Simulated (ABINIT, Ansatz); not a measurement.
# Quasiparticle gap of SnSe2 (P-3m1) in ABINIT, part 2 of 3

Aim: the G0W0 gap of SnSe2 (P-3m1) on PBE, step by step.

ABINIT 10.8.3; PBE and many-body steps on it, plane waves. Known limits of the many-body steps: not at the basis limit; no spin-orbit coupling; coarse k mesh.

So far. Step 2 (Ground state): The gap is indirect, with the least direct gap 0.28 eV higher.

### Step 3. Bands along the symmetry lines

Level of this step: DFT, PBE, plane waves, norm-conserving pseudopotentials (ABINIT).

The cheap functional maps the bands first; the places of the edges decide which points the dearer methods must see.

run.abi

```
acell 3*1.0 Angstrom
rprim 
  3.810999999987 0.000000000003 0.000000000000
  -1.905499999996 3.300422813810 0.000000000000
  0.000000000000 0.000000000000 6.136000000000
ntypat 2
znucl 50 34
natom 3
typat 1 2 2
xred 
  0.000000000000 0.000000000000 0.000000000000
  0.333333333333 0.666666666667 0.249000000000
  0.666666666667 0.333333333333 0.751000000000
pp_dirpath "pseudos"
pseudos "Sn.upf, Se.upf"
ecut 48
iscf -2
irdden 1
kptopt 0
nkpt 39
kpt 
  0.00000000 0.00000000 0.00000000
  0.12500000 0.00000000 0.00000000
  0.25000000 0.00000000 0.00000000
  0.37500000 0.00000000 0.00000000
  0.50000000 0.00000000 0.00000000
  0.45833333 0.08333333 0.00000000
  0.41666666 0.16666666 0.00000000
  0.37500000 0.25000000 0.00000000
  0.33333333 0.33333333 0.00000000
  0.25000000 0.25000000 0.00000000
  0.16666666 0.16666666 0.00000000
  0.08333333 0.08333333 0.00000000
  0.00000000 0.00000000 0.00000000
  0.00000000 0.00000000 0.12500000
  0.00000000 0.00000000 0.25000000
  0.00000000 0.00000000 0.37500000
  0.00000000 0.00000000 0.50000000
  0.12500000 0.00000000 0.50000000
  0.25000000 0.00000000 0.50000000
  0.37500000 0.00000000 0.50000000
  0.50000000 0.00000000 0.50000000
  0.45833333 0.08333333 0.50000000
  0.41666666 0.16666666 0.50000000
  0.37500000 0.25000000 0.50000000
  0.33333333 0.33333333 0.50000000
  0.25000000 0.25000000 0.50000000
  0.16666666 0.16666666 0.50000000
  0.08333333 0.08333333 0.50000000
  0.00000000 0.00000000 0.50000000
  0.50000000 0.00000000 0.50000000
  0.50000000 0.00000000 0.37500000
  0.50000000 0.00000000 0.25000000
  0.50000000 0.00000000 0.12500000
  0.50000000 -0.00000000 0.00000000
  0.33333333 0.33333333 0.50000000
  0.33333333 0.33333333 0.37500000
  0.33333333 0.33333333 0.25000000
  0.33333333 0.33333333 0.12500000
  0.33333333 0.33333333 0.00000000
istwfk *1
nband 42
nbdbuf 2
tolwfr 1e-08
nstep 40
prtwf 0
prtvol 0
indata_prefix "in"
outdata_prefix "out"
tmpdata_prefix "tmp"
```

Launch:

```
> OMP_NUM_THREADS=1 mpirun -n 8 abinit run.abi > log
```

Numbers of over 12 decimals in the logs are rounded to 6 here.

Log:

```text
.Version 10.8.3 of ABINIT. v10.8.2 released Aug 2026.

 Symmetries : space group P-3 m 1 (#164); Bravais hP (primitive hexag.)
[... echo of the input left out ...]
== DATASET  1 ==================================================================
-   mpi_nproc: 8, omp_nthreads: 1 (-1 if OMP is not activated)

--- !DatasetInfo
iteration_state: {dtset: 1, }
dimensions: {natom: 3, nkpt: 39, mband: 42, nsppol: 1, nspinor: 1, nspden: 1, mpw: 8310, }
cutoff_energies: {ecut:  48.0, pawecutdg:  -1.0, }
electrons: {nelect:   7.00000000E+01, charge:   0.00000000E+00, occopt:   1.00000000E+00, tsmear:   1.00000000E-02, }

 Real(R)+Recip(G) space primitive vectors, cartesian coordinates (Bohr,Bohr^-1):
 R(1)=  7.2017463  0.0000000  0.0000000  G(1)=  0.1388552  0.0801681  0.0000000
 R(2)= -3.6008731  6.2368952  0.0000000  G(2)=  0.0000000  0.1603362  0.0000000
 R(3)=  0.0000000  0.0000000 11.5953595  G(3)=  0.0000000  0.0000000  0.0862414
 Unit cell volume ucvol=  5.2082339E+02 bohr^3
 Angles (23,13,12)=  9.00000000E+01  9.00000000E+01  1.20000000E+02 degrees

 getcut: wavevector=  0.0000  0.0000  0.0000  ngfft=  48  48  75
         ecut(hartree)=     48.000   => boxcut(ratio)=   2.04626

--- Pseudopotential description ------------------------------------------------
- Sn Generated using ONCVPSP code by D. R. Hamann
- 50.00000  22.00000  171031                  znucl, zion, pspdat
12 -101130 2 -1 1628                          pspcod,pspxc,lmax,lloc,mmax
     nproj     2     2     2
  pspatm : epsatm=   27.31087254
         --- l  ekb(1:nproj) -->
             0    9.701792   -0.671203
             1    4.046855   -0.266328
             2   -2.346641   -0.600143
 pspatm: atomic psp has been read  and splines computed

- Se Generated using ONCVPSP code by D. R. Hamann
- 34.00000  24.00000  171031                  znucl, zion, pspdat
12 -101130 2 -1 1214                          pspcod,pspxc,lmax,lloc,mmax
     nproj     2     2     2
  pspatm : epsatm=   25.39064422
         --- l  ekb(1:nproj) -->
[...]
pspatm: atomic psp has been read  and splines computed

--------------------------------------------------------------------------------

================================================================================
 prteigrs : about to open file out_EIG
 Non-SCF case, kpt    1 (  0.00000  0.00000  0.00000), residuals and eigenvalues=
  8.42E-09  7.52E-09  4.48E-09  4.46E-09  7.81E-09  7.15E-09  1.95E-09  1.25E-09
  8.45E-09  1.50E-09  5.36E-09  1.55E-09  4.79E-09  3.70E-09  2.81E-09  4.57E-09
  1.19E-09  2.05E-09  8.40E-09  1.96E-09  2.15E-09  3.70E-09  1.58E-09  3.04E-09
[...]
6.59E-09  4.23E-06
 -7.4056E+00 -7.4056E+00 -5.1819E+00 -5.1819E+00 -5.1819E+00 -5.1819E+00
 -5.1802E+00 -5.1802E+00 -4.5436E+00 -2.9186E+00 -2.9186E+00 -2.9185E+00
 -1.5138E+00 -1.5138E+00 -1.5138E+00 -1.5138E+00 -1.5122E+00 -1.5122E+00
[...]
Non-SCF case, kpt    3 (  0.25000  0.00000  0.00000), residuals and eigenvalues=
[...]
1.15E-07  1.11E-05
[...]
Non-SCF case, kpt   38 (  0.33333  0.33333  0.12500), residuals and eigenvalues=
[...]
Non-SCF case, kpt   39 (  0.33333  0.33333  0.00000), residuals and eigenvalues=
[...]
7.1113E-02  7.1113E-02  8.4342E-02  1.5133E-01  1.5133E-01  2.5982E-01
  4.5238E-01  4.5238E-01  4.7301E-01  4.8056E-01  5.1716E-01  5.1716E-01

--- !ResultsGS
iteration_state: {dtset: 1, }
comment   : Summary of ground state results
lattice_vectors:
- [  7.2017463,   0.0000000,   0.0000000, ]
- [ -3.6008731,   6.2368952,   0.0000000, ]
- [  0.0000000,   0.0000000,  11.5953595, ]
lattice_lengths: [   7.20175,    7.20175,   11.59536, ]
lattice_angles: [ 90.000,  90.000, 120.000, ] # degrees, (23, 13, 12)
lattice_volume:   5.2082339E+02
convergence: {deltae:  0.000E+00, res2:  0.000E+00, residm:  9.974E-09, diffor:  0.000E+00, }
etotal    :  -8.98128066E+02
entropy   :   0.00000000E+00
fermie    :   2.07145495E-01
cartesian_stress_tensor: null
pressure_GPa: null
xred      :
- [  0.0000E+00,   0.0000E+00,   0.0000E+00, Sn]
- [  3.3333E-01,   6.6667E-01,   2.4900E-01, Se]
- [  6.6667E-01,   3.3333E-01,   7.5100E-01, Se]
cartesian_forces: null
force_length_stats: {min: null, max: null, mean: null, }

 Integrated electronic density in atomic spheres:
 ------------------------------------------------
 Atom  Sphere_radius  Integrated_density
[...]
================================================================================

 ----iterations are completed or convergence reached----

 Mean square residual over all n,k,spin=   44.164E-10; max=  99.737E-10
 reduced coordinates (array xred) for    3 atoms
[...]
0.333333333333      0.666666666667      0.249000000000
       0.666666666667      0.333333333333      0.751000000000

 cartesian coordinates (angstrom) at end:
    1      0.000000     0.000000     0.000000
    2     -1.67e-12     2.200282     1.527864
    3      1.905500     1.100141     4.608136
 length scales=  1.889726125908  1.889726125908  1.889726125908 bohr
              =  1.000000000000  1.000000000000  1.000000000000 angstroms
 prteigrs : about to open file out_EIG
 Eigenvalues (hartree) for nkpt=  39  k points:
 kpt#   1, nband= 42, wtk=  1.00000, kpt=  0.0000  0.0000  0.0000 (reduced coord)
[...]
kpt#   2, nband= 42, wtk=  1.00000, kpt=  0.1250  0.0000  0.0000 (reduced coord)
[...]
kpt#   3, nband= 42, wtk=  1.00000, kpt=  0.2500  0.0000  0.0000 (reduced coord)
[...]
kpt#  38, nband= 42, wtk=  1.00000, kpt=  0.3333  0.3333  0.1250 (reduced coord)
[...]
0.52289    0.52290
 kpt#  39, nband= 42, wtk=  1.00000, kpt=  0.3333  0.3333  0.0000 (reduced coord)
[...]
-0.57313   -0.57313   -0.57257   -0.22895   -0.22895   -0.06791    0.07111    0.07111
   0.08434    0.15133    0.15133    0.25982    0.45238    0.45238    0.47301    0.48056
   0.51716    0.51716

== END DATASET(S) ==============================================================
================================================================================

 -outvars: echo values of variables after computation  --------
            nband          42
             nkpt          39
          spgroup         164
 [... the other variables as echoed above ...]

 Calculation completed.
```

Run time: 38 s. Hardware: 8 MPI ranks of Arm Neoverse V1, shared host; peak memory 0.79 GiB.

This step gave:

```
gap                        : 0.7459 eV
k of the valence top       : 0.0833, 0.0833, 0
k of the conduction bottom : 0.5, 0, 0.375
least direct gap           : 1.100 eV
```

The gap is 0.746 eV, −0.073 eV from the run before at this level.

The electronic bands at the labelled points (eV, zero at the top of the highest filled band):

```
    point  band 32  band 33  band 34  band 35  band 36  band 37  band 38  band 39
        Γ    -0.73    -0.43    -0.43    -0.05     1.05     2.92     4.61     4.61
  halfway    -2.38    -2.03    -0.25    -0.17     1.96     3.93     5.38     5.69
        M    -2.95    -2.72    -1.24    -0.35     1.12     3.77     5.41     5.45
  halfway    -3.35    -2.91    -1.31    -1.26     1.52     5.27     5.30     6.44
        K    -3.75    -3.39    -1.56    -1.56     1.39     6.63     6.63     7.19
  halfway    -3.46    -1.46    -1.29    -0.19     2.17     4.94     5.14     5.70
        Γ    -0.73    -0.43    -0.43    -0.05     1.05     2.92     4.61     4.61
  halfway    -0.79    -0.79    -0.35    -0.35     1.90     2.92     4.47     4.47
        A    -0.82    -0.82    -0.28    -0.28     2.41     2.89     4.34     4.34
  halfway    -1.88    -1.79    -1.45    -0.46     1.68     4.48     5.66     5.78
        L    -2.55    -2.03    -0.88    -0.74     0.83     4.24     4.82     5.80
  halfway    -3.62    -2.80    -0.65    -0.46     1.74     4.66     5.30     5.63
        H    -4.25    -3.76    -0.41    -0.41     2.51     4.71     4.71     6.21
  halfway    -2.82    -1.93    -0.96    -0.86     2.20     4.53     5.82     5.94
        A    -0.82    -0.82    -0.28    -0.28     2.41     2.89     4.34     4.34
jump to L    -2.55    -2.03    -0.88    -0.74     0.83     4.24     4.82     5.80
  halfway    -2.64    -2.57    -0.85    -0.54     0.77     3.98     5.62     5.86
        M    -2.95    -2.72    -1.24    -0.35     1.12     3.77     5.41     5.45
jump to H    -4.25    -3.76    -0.41    -0.41     2.51     4.71     4.71     6.21
  halfway    -4.04    -3.58    -0.99    -0.99     1.91     5.58     5.58     6.72
        K    -3.75    -3.39    -1.56    -1.56     1.39     6.63     6.63     7.19
```

### Step 4. Empty states on the mesh, 3×3×2 mesh, 582 bands

The sums over transitions need many empty states on a uniform mesh; this step solves for them.

run.abi

```
acell 3*1.0 Angstrom
rprim 
  3.810999999987 0.000000000003 0.000000000000
  -1.905499999996 3.300422813810 0.000000000000
  0.000000000000 0.000000000000 6.136000000000
ntypat 2
znucl 50 34
natom 3
typat 1 2 2
xred 
  0.000000000000 0.000000000000 0.000000000000
  0.333333333333 0.666666666667 0.249000000000
  0.666666666667 0.333333333333 0.751000000000
pp_dirpath "pseudos"
pseudos "Sn.upf, Se.upf"
ecut 48
ngkpt 3 3 2
nshiftk 1
shiftk 0 0 0
kptopt 1
chksymbreak 0
iscf -2
irdden 1
istwfk *1
nband 582
nbdbuf 52
tolwfr 1e-09
nstep 60
prtvol 0
indata_prefix "in"
outdata_prefix "out"
tmpdata_prefix "tmp"
```

Launch:

```
> OMP_NUM_THREADS=1 mpirun -n 6 abinit run.abi > log
```

Log:

```text
.Version 10.8.3 of ABINIT. v10.8.2 released Aug 2026.

 Symmetries : space group P-3 m 1 (#164); Bravais hP (primitive hexag.)
[... echo of the input left out ...]
== DATASET  1 ==================================================================
-   mpi_nproc: 6, omp_nthreads: 1 (-1 if OMP is not activated)

--- !DatasetInfo
iteration_state: {dtset: 1, }
dimensions: {natom: 3, nkpt: 6, mband: 582, nsppol: 1, nspinor: 1, nspden: 1, mpw: 8305, }
cutoff_energies: {ecut:  48.0, pawecutdg:  -1.0, }
electrons: {nelect:   7.00000000E+01, charge:   0.00000000E+00, occopt:   1.00000000E+00, tsmear:   1.00000000E-02, }

 Real(R)+Recip(G) space primitive vectors, cartesian coordinates (Bohr,Bohr^-1):
 R(1)=  7.2017463  0.0000000  0.0000000  G(1)=  0.1388552  0.0801681  0.0000000
 R(2)= -3.6008731  6.2368952  0.0000000  G(2)=  0.0000000  0.1603362  0.0000000
 R(3)=  0.0000000  0.0000000 11.5953595  G(3)=  0.0000000  0.0000000  0.0862414
 Unit cell volume ucvol=  5.2082339E+02 bohr^3
 Angles (23,13,12)=  9.00000000E+01  9.00000000E+01  1.20000000E+02 degrees

 getcut: wavevector=  0.0000  0.0000  0.0000  ngfft=  48  48  75
         ecut(hartree)=     48.000   => boxcut(ratio)=   2.04626

--- Pseudopotential description ------------------------------------------------
- Sn Generated using ONCVPSP code by D. R. Hamann
- 50.00000  22.00000  171031                  znucl, zion, pspdat
12 -101130 2 -1 1628                          pspcod,pspxc,lmax,lloc,mmax
     nproj     2     2     2
  pspatm : epsatm=   27.31087254
         --- l  ekb(1:nproj) -->
             0    9.701792   -0.671203
             1    4.046855   -0.266328
             2   -2.346641   -0.600143
 pspatm: atomic psp has been read  and splines computed

- Se Generated using ONCVPSP code by D. R. Hamann
- 34.00000  24.00000  171031                  znucl, zion, pspdat
12 -101130 2 -1 1214                          pspcod,pspxc,lmax,lloc,mmax
     nproj     2     2     2
  pspatm : epsatm=   25.39064422
         --- l  ekb(1:nproj) -->
[...]
pspatm: atomic psp has been read  and splines computed

--------------------------------------------------------------------------------

================================================================================
 prteigrs : about to open file out_EIG
 Non-SCF case, kpt    1 (  0.00000  0.00000  0.00000), residuals and eigenvalues=
  6.57E-10  8.43E-10  2.44E-10  1.59E-10  2.06E-10  2.42E-10  2.62E-10  2.16E-10
  6.38E-10  1.11E-10  9.96E-11  8.67E-11  2.82E-10  2.68E-10  7.02E-11  5.58E-10
  6.00E-10  3.88E-10  4.58E-10  1.94E-10  3.27E-10  5.17E-10  6.65E-11  5.51E-11
[...]
3.50E-04  2.00E-03  1.69E-03  5.52E-04  3.90E-04  4.20E-03
 -7.4056E+00 -7.4056E+00 -5.1819E+00 -5.1819E+00 -5.1819E+00 -5.1819E+00
 -5.1802E+00 -5.1802E+00 -4.5436E+00 -2.9186E+00 -2.9186E+00 -2.9185E+00
[...]
7.5627E+00  7.5648E+00  7.5844E+00  7.6174E+00  7.6189E+00  7.6347E+00
 prteigrs : prtvol=0 or 1, do not print more k-points.

--- !ResultsGS
iteration_state: {dtset: 1, }
comment   : Summary of ground state results
lattice_vectors:
- [  7.2017463,   0.0000000,   0.0000000, ]
- [ -3.6008731,   6.2368952,   0.0000000, ]
- [  0.0000000,   0.0000000,  11.5953595, ]
lattice_lengths: [   7.20175,    7.20175,   11.59536, ]
lattice_angles: [ 90.000,  90.000, 120.000, ] # degrees, (23, 13, 12)
lattice_volume:   5.2082339E+02
convergence: {deltae:  0.000E+00, res2:  0.000E+00, residm:  9.997E-10, diffor:  0.000E+00, }
etotal    :  -8.98128066E+02
entropy   :   0.00000000E+00
fermie    :   2.07145495E-01
cartesian_stress_tensor: null
pressure_GPa: null
xred      :
- [  0.0000E+00,   0.0000E+00,   0.0000E+00, Sn]
- [  3.3333E-01,   6.6667E-01,   2.4900E-01, Se]
- [  6.6667E-01,   3.3333E-01,   7.5100E-01, Se]
cartesian_forces: null
force_length_stats: {min: null, max: null, mean: null, }

 Integrated electronic density in atomic spheres:
 ------------------------------------------------
 Atom  Sphere_radius  Integrated_density
[...]
================================================================================

 ----iterations are completed or convergence reached----

 Mean square residual over all n,k,spin=   32.313E-11; max=  99.968E-11
 reduced coordinates (array xred) for    3 atoms
[...]
0.333333333333      0.666666666667      0.249000000000
       0.666666666667      0.333333333333      0.751000000000

 cartesian coordinates (angstrom) at end:
    1      0.000000     0.000000     0.000000
    2     -1.67e-12     2.200282     1.527864
    3      1.905500     1.100141     4.608136
 length scales=  1.889726125908  1.889726125908  1.889726125908 bohr
              =  1.000000000000  1.000000000000  1.000000000000 angstroms
 prteigrs : about to open file out_EIG
 Eigenvalues (hartree) for nkpt=   6  k points:
 kpt#   1, nband=582, wtk=  0.05556, kpt=  0.0000  0.0000  0.0000 (reduced coord)
[...]
7.39836    7.39837    7.42082    7.42083    7.44429    7.44429    7.47015    7.49919
   7.51970    7.52100    7.52111    7.53902    7.53989    7.55459    7.55527    7.55979
   7.56268    7.56476    7.58445    7.61740    7.61889    7.63468
 prteigrs : prtvol=0 or 1, do not print more k-points.

== END DATASET(S) ==============================================================
================================================================================

 -outvars: echo values of variables after computation  --------
            nband         582
             nkpt           6
          spgroup         164
 [... the other variables as echoed above ...]

 Calculation completed.
```

Wall time 7.7 min (6 MPI ranks); peak memory 1.1 GiB.

Numbers from this step:

* gap: 1.100 eV
* k of the valence top: 0, 0, 0
* k of the conduction bottom: 0, 0, 0
* least direct gap: 1.100 eV
* k points computed: 6
* lowest point of the top converged band, above the valence top: 186.9134 eV

On this mesh the gap is 1.100 eV. The earlier step found 0.819 eV, so this mesh misses an edge.

### Step 5. Screening, 3×3×2 mesh, 530 bands, screening to 272.1 eV

The RPA dielectric matrix is built and inverted for each q.

This step: RPA screening on PBE, plane waves, norm-conserving pseudopotentials.

Changes to run.abi since step 4:

```diff
@@ -21,10 +21,11 @@
 chksymbreak 0
-iscf -2
-irdden 1
 istwfk *1
-nband 582
-nbdbuf 52
-tolwfr 1e-09
-nstep 60
-prtvol 0
+occopt 1
+irdwfk 1
+optdriver 3
+nband 530
+ecuteps 10
+inclvkb 2
+awtr 1
+symchi 1
 indata_prefix "in"
```

Launch:

```
> OMP_NUM_THREADS=1 mpirun -n 8 abinit run.abi > log
```

Log:

```text
.Version 10.8.3 of ABINIT. v10.8.2 released Aug 2026.

 Symmetries : space group P-3 m 1 (#164); Bravais hP (primitive hexag.)
[... echo of the input left out ...]
== DATASET  1 ==================================================================
-   mpi_nproc: 8, omp_nthreads: 1 (-1 if OMP is not activated)

--- !DatasetInfo
iteration_state: {dtset: 1, }
dimensions: {natom: 3, nkpt: 6, mband: 530, nsppol: 1, nspinor: 1, nspden: 1, mpw: 8305, }
cutoff_energies: {ecut:  48.0, pawecutdg:  -1.0, }
electrons: {nelect:   7.00000000E+01, charge:   0.00000000E+00, occopt:   1.00000000E+00, tsmear:   1.00000000E-02, }

 SCREENING: Calculation of the susceptibility and dielectric matrices

 Based on a program developped by R.W. Godby, V. Olevano, G. Onida, and L. Reining.
 Incorporated in ABINIT by V. Olevano, G.-M. Rignanese, and M. Torrent.
.Using double precision arithmetic ; gwpc =  8

[... cell and pseudopotentials left out ...]
--------------------------------------------------------------------------------

 ==== K-mesh for the wavefunctions ====
 Number of points in the irreducible wedge :     6
[... list of points left out ...]
 Together with 12 symmetry operations and time-reversal symmetry
 yields    18 points in the full Brillouin Zone.

 ==== Q-mesh for the screening function ====
 Number of points in the irreducible wedge :     6
[... list of points left out ...]
 Together with 12 symmetry operations and time-reversal symmetry
 yields    18 points in the full Brillouin Zone.

 setmesh: FFT mesh size selected  =    30x   30x   54
          total number of points  =        48600

 vcoul_init : cutoff-mode = AUXILIARY_FUNCTION
 q-points for optical limit:   1
     1)      0.000010    0.000020    0.000030

- screening: taking advantage of time-reversal symmetry
- Maximum band index for partially occupied states nbvw = 35
- Remaining bands to be divided among processors   nbcw = 495
- Number of bands treated by each node ~61

 Number of electrons calculated from density =   70.0000; Expected =   70.0000
 average of density, n =  0.134403
 r_s =    1.2111
 omega_plasma =   35.3638 [eV]

 calculating chi0 at frequencies [eV] :
  1    0.000000E+00    0.000000E+00
  2    0.000000E+00    3.536384E+01

--------------------------------------------------------------------------------
  q-point number  1        q = ( 0.000000, 0.000000, 0.000000) [r.l.u.]
--------------------------------------------------------------------------------
[... chi0 elements left out ...]
 For q-point:  0.000010 0.000020 0.000030
  dielectric constant =  19.5795
  dielectric constant without local fields =  22.2943

  Average fulfillment of the sum rule on Im[epsilon] for q-point    1 :     74.74  [%]
[... wings left out ...]
  q-point number  2        q = ( 0.333333, 0.000000, 0.000000) [r.l.u.]
--------------------------------------------------------------------------------
[... chi0 elements left out ...]
  Average fulfillment of the sum rule on Im[epsilon] for q-point    2 :     77.39  [%]

 [... 4 further q-points ...]
```

Run time: 6.9 min. Hardware: 8 MPI ranks; peak memory 5.1 GiB.

This step gave:

| Property | Result |
| --- | --- |
| ε∞ with local fields, on this mesh, along the program's q direction | 19.58 |
| the same without local fields | 22.29 |
| plasma frequency | 35.36 eV |
| plane waves in the screening matrix | 785 |

Local fields lower ε∞ by 12 %. On a Γ-centred mesh this coarse the value itself is usually too large, while a short band sum pulls it down.

(Part 2 of 3 ends here.)

[Paths, hosts, dates, memory and timing lines, banners, echoed tables and standing remarks are left out of the program output.]

[Logs are printed without paths, hosts, clocks, repeated set-up lines and the standing remarks that a program may print on its own settings, such as how far it seeks lower states.]

[Runs of the session that timed out or met a known fault of the program may be left out.]

[Hosts, paths, dates, database ids (printed as entryN), source tags and the programs' standing remarks are cut or masked in the printed files.]

[G0W0 gaps are taken among the corrected bands and points alone; a level outside them can change the order at an edge.]

[Where Ansatz stands beside ABINIT at settings called matched, ABINIT's density can come from a denser mesh and the files from another edition; pairs whose starting gaps differed by over 0.03 eV were left out, so agreement reads better than it is.]
